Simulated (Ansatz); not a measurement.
# Rb2YLuTe4: complex band structure, part 2 of 2

Wanted: the relaxed cell of Rb2YLuTe4, its band edges and its decay constants. It is built by putting Lu for part of the Y in the RbYTe2 structure of space group P6_3/mmc, with the volume rescaled by atomic radii. The parent structure comes from the Materials Project.

Ansatz 0.2.0; PBEsol DFT, plane waves, PAW files (the session's first sound run).

So far, gap on the k-mesh (eV): step 3 (band edges, PBEsol) 1.19; step 6 (LDA) 1.15.

The structure was built from a prototype and need not be the compound's stable phase.

## 7. Complex bands at another level

This step: LDA DFT, plane waves, PAW files; complex bands by layer matching along the plane's normal (Ansatz 0.2.0).

The complex bands at that level, over its own gap, at (0, 0) and (-0.5, 0).

input.yaml

```yaml
crystal:
  lattice:
    - [4.407832441, 0.0, 0.0]
    - [2.20391622, 3.817294869, 0.0]
    - [0.0, 0.0, 16.803838682]
  atoms:
    - { symbol: Rb, position: [0.6666666667, 0.6666666667, 0.2515269924] }
    - { symbol: Rb, position: [0.3333333333, 0.3333333333, 0.7484730076] }
    - { symbol: "Y", position: [0.0, 0.0, 0.0] }
    - { symbol: Lu, position: [0.0, 0.0, 0.5] }
    - { symbol: Te, position: [0.6666666667, 0.6666666667, 0.5979865145] }
    - { symbol: Te, position: [0.3333333333, 0.3333333333, 0.1016626418] }
    - { symbol: Te, position: [0.3333333333, 0.3333333333, 0.4020134855] }
    - { symbol: Te, position: [0.6666666667, 0.6666666667, 0.8983373582] }
kpoints:
  mp_grid: { grid: [6, 6, 2] }
scf:
  occupations: { method: fixed }
hamiltonian:
  xc: lda
output:
  eigenvalues: true
  transmission:
    leads: [[0, 0]]
    kpoints: [[0.0, 0.0], [-0.5, 0.0]]
    e_range: [-1.0, 2.15]
    de: 0.05
```

Run with:

```console
> ansatz run input.yaml --threads 2 --pin off --max-ram 4096MiB --backend cpu --events-out ev --progress --plain --runs-dir out
```

Wall time 22 s (2 threads of AMD EPYC 9R45, shared host); peak memory 0.81 GiB; 33 s of CPU time.

This step gave:

```
level to which the leads are filled                       : 0.5739 eV from the Fermi level
decay constant at the filling level, zone centre          : 0.1504 Å⁻¹
decay constant at the filling level, slowest listed point : 0.1504 Å⁻¹
```

K parallel (0, 0); values up to 1.072 1/Å, a degenerate pair printed once or twice; energies at which all values exceed this have no row. Im kz of the slowest decaying states against energy, zero at the highest filled level on the SCF mesh:

| energy (eV) | decay 1 (Å⁻¹) | decay 2 (Å⁻¹) | decay 3 (Å⁻¹) | decay 4 (Å⁻¹) |
| --- | --- | --- | --- | --- |
| -1.00 | 0.0101 | 0.630 | 0.734 | 0.940 |
| -0.85 | 0.616 | 0.728 | 0.923 | 0.963 |
| -0.75 | 0.599 | 0.726 | 0.910 | 0.955 |
| -0.60 | 0.565 | 0.724 | 0.892 | 0.944 |
| -0.50 | 0.536 | 0.722 | 0.879 | 0.936 |
| -0.35 | 0.0339 | 0.481 | 0.718 | 0.860 |
| -0.25 | 0.0719 | 0.429 | 0.714 | 0.846 |
| -0.10 | 0.102 | 0.286 | 0.708 | 0.826 |
| 0.00 | 0.0137 | 0.115 | 0.704 | 0.811 |
| 0.15 | 0.130 | 0.359 | 0.695 | 0.789 |
| 0.25 | 0.137 | 0.404 | 0.689 | 0.774 |
| 0.40 | 0.145 | 0.441 | 0.679 | 0.751 |
| 0.50 | 0.149 | 0.456 | 0.671 | 0.734 |
| 0.65 | 0.152 | 0.469 | 0.659 | 0.709 |
| 0.75 | 0.153 | 0.474 | 0.650 | 0.691 |
| 0.90 | 0.152 | 0.477 | 0.635 | 0.662 |
| 1.00 | 0.151 | 0.476 | 0.624 | 0.643 |
| 1.15 | 0.146 | 0.472 | 0.607 | 0.611 |
| 1.25 | 0.141 | 0.468 | 0.589 | 0.594 |
| 1.40 | 0.131 | 0.458 | 0.553 | 0.573 |
| 1.50 | 0.122 | 0.449 | 0.527 | 0.558 |
| 1.65 | 0.103 | 0.432 | 0.484 | 0.532 |
| 1.75 | 0.0853 | 0.417 | 0.452 | 0.513 |
| 1.90 | 0.0293 | 0.384 | 0.398 | 0.478 |
| 2.00 | 0.343 | 0.355 | 0.450 | 0.743 |
| 2.15 | 0.273 | 0.305 | 0.394 | 0.732 |

K parallel (-0.5, 0); values up to 1.072 1/Å, a degenerate pair printed once or twice; energies at which all values exceed this have no row. Table of Im kz of the slowest decaying states by energy, zero at the highest filled level on the SCF mesh:

| energy (eV) | decay 1 (Å⁻¹) | decay 2 (Å⁻¹) | decay 3 (Å⁻¹) | decay 4 (Å⁻¹) |
| --- | --- | --- | --- | --- |
| -1.00 | 0.106 | 0.112 | 0.566 | - |
| -0.85 | 0.156 | 0.244 | 0.573 | - |
| -0.75 | 0.178 | 0.315 | 0.576 | - |
| -0.60 | 0.201 | 0.382 | 0.580 | - |
| -0.50 | 0.213 | 0.413 | 0.581 | - |
| -0.35 | 0.226 | 0.449 | 0.581 | - |
| -0.25 | 0.232 | 0.469 | 0.581 | - |
| -0.10 | 0.238 | 0.492 | 0.569 | 0.590 |
| 0.00 | 0.240 | 0.505 | 0.547 | 0.610 |
| 0.15 | 0.241 | 0.520 | 0.525 | 0.626 |
| 0.25 | 0.239 | 0.512 | 0.529 | 0.636 |
| 0.40 | 0.234 | 0.493 | 0.539 | 0.648 |
| 0.50 | 0.228 | 0.480 | 0.544 | 0.657 |
| 0.65 | 0.215 | 0.460 | 0.551 | 0.669 |
| 0.75 | 0.201 | 0.447 | 0.554 | 0.678 |
| 0.90 | 0.172 | 0.427 | 0.557 | 0.693 |
| 1.00 | 0.140 | 0.414 | 0.558 | 0.706 |
| 1.15 | 0.394 | 0.558 | 0.729 | 0.960 |
| 1.25 | 0.381 | 0.558 | 0.753 | 0.923 |
| 1.40 | 0.0276 | 0.362 | 0.556 | 0.827 |
| 1.50 | 0.349 | 0.553 | 0.819 | - |
| 1.65 | 0.137 | 0.330 | 0.549 | 0.807 |
| 1.75 | 0.175 | 0.317 | 0.545 | 0.798 |
| 1.90 | 0.211 | 0.296 | 0.539 | 0.785 |
| 2.00 | 0.230 | 0.280 | 0.534 | 0.776 |
| 2.15 | 0.252 | 0.525 | 0.761 | 1.04 |

At the listed wavevectors the last open channel is at -0.40 eV and the next at +1.15 eV on the grid, wider than the gap, since narrow bands can fall between grid energies. At +0.55 eV, the grid energy nearest the filling level (the middle of the gap on the SCF mesh), the slowest state at the listed wavevectors decays with κ = 0.150 Å⁻¹, its amplitude falling by e over 6.6 Å; the first such run, plane (001), gave 0.158 Å⁻¹ over as many of its listed wavevectors.

## 8. A check of the settings

In this try the input is made faulty on purpose, to show what that does.

This step: PBEsol DFT, plane waves, PAW files; complex bands by layer matching along the plane's normal; changed: crystal.lattice = [[8.32959601, 0.0, 0.0], [4.164798, 7.21364175, 0.0], [0.0, 0.0, 31.75465254]], scf.max_iter = 50 (Ansatz 0.2.0).

input.yaml, as its differences from that of step 7:

```diff
@@ -2,5 +2,5 @@
   lattice:
-    - [4.407832441, 0.0, 0.0]
-    - [2.20391622, 3.817294869, 0.0]
-    - [0.0, 0.0, 16.803838682]
+    - [8.32959601, 0.0, 0.0]
+    - [4.164798, 7.21364175, 0.0]
+    - [0.0, 0.0, 31.75465254]
   atoms:
@@ -18,4 +18,5 @@
   occupations: { method: fixed }
+  max_iter: 50
 hamiltonian:
-  xc: lda
+  xc: pbesol
 output:
@@ -24,4 +25,4 @@
     leads: [[0, 0]]
-    kpoints: [[0.0, 0.0], [-0.5, 0.0]]
-    e_range: [-1.0, 2.15]
+    kpoints: [[0.0, 0.0], [-0.5, 0.0], [0.5, 0.0]]
+    e_range: [-1.0, 2.19]
     de: 0.05
```

The job ended after 0.52 s (2 threads; peak memory 0.36 GiB).

The program refused the input before any cycle.

The program's message: “Error: memory limit exceeded: the `transmission` phase of `transmission` needs 7.57 GiB against the run's memory maximum of 4.00 GiB; largest carriers: transmission 6.91 GiB, source scf tables 0.35 Gi …”

The change that led to it: crystal.lattice.

## 9. Results

```json
{
  "band gap": "1.19 eV",
  "least decay constant at mid-gap, normal to (001)": "0.158 Å⁻¹",
  "least decay constant on a mesh, normal to (001)": "0.158 Å⁻¹",
  "least decay constant, LDA": "0.150 Å⁻¹"
}
```

In words: With PBEsol, the slowest decay at the wavevectors tried is κ = 0.158 Å⁻¹, normal to (001). Through such a film the transmission near mid-gap falls as exp(−2κd), a factor of ten every 7.3 Å. A free electron under a barrier of half the gap would need a mass of 0.16 mₑ to decay at this rate. With LDA the gap goes from 1.19 to 1.15 eV and the decay constant, over the first 2 listed wavevectors, from 0.158 to 0.150 Å⁻¹. The compound is made up by substitution; its stability against other phases and against distortions of the cell's symmetry was not tested. A semilocal functional narrows gaps, while spin-orbit coupling, left out here, narrows them in compounds of heavy elements, so the error in κ can go either way.

[Logs are printed without paths, hosts, clocks, repeated set-up lines and the standing remarks that a program may print on its own settings, such as how far it seeks lower states.]

[Hosts, paths, dates, database ids (printed as entryN), source tags and the programs' standing remarks are cut or masked in the printed files.]
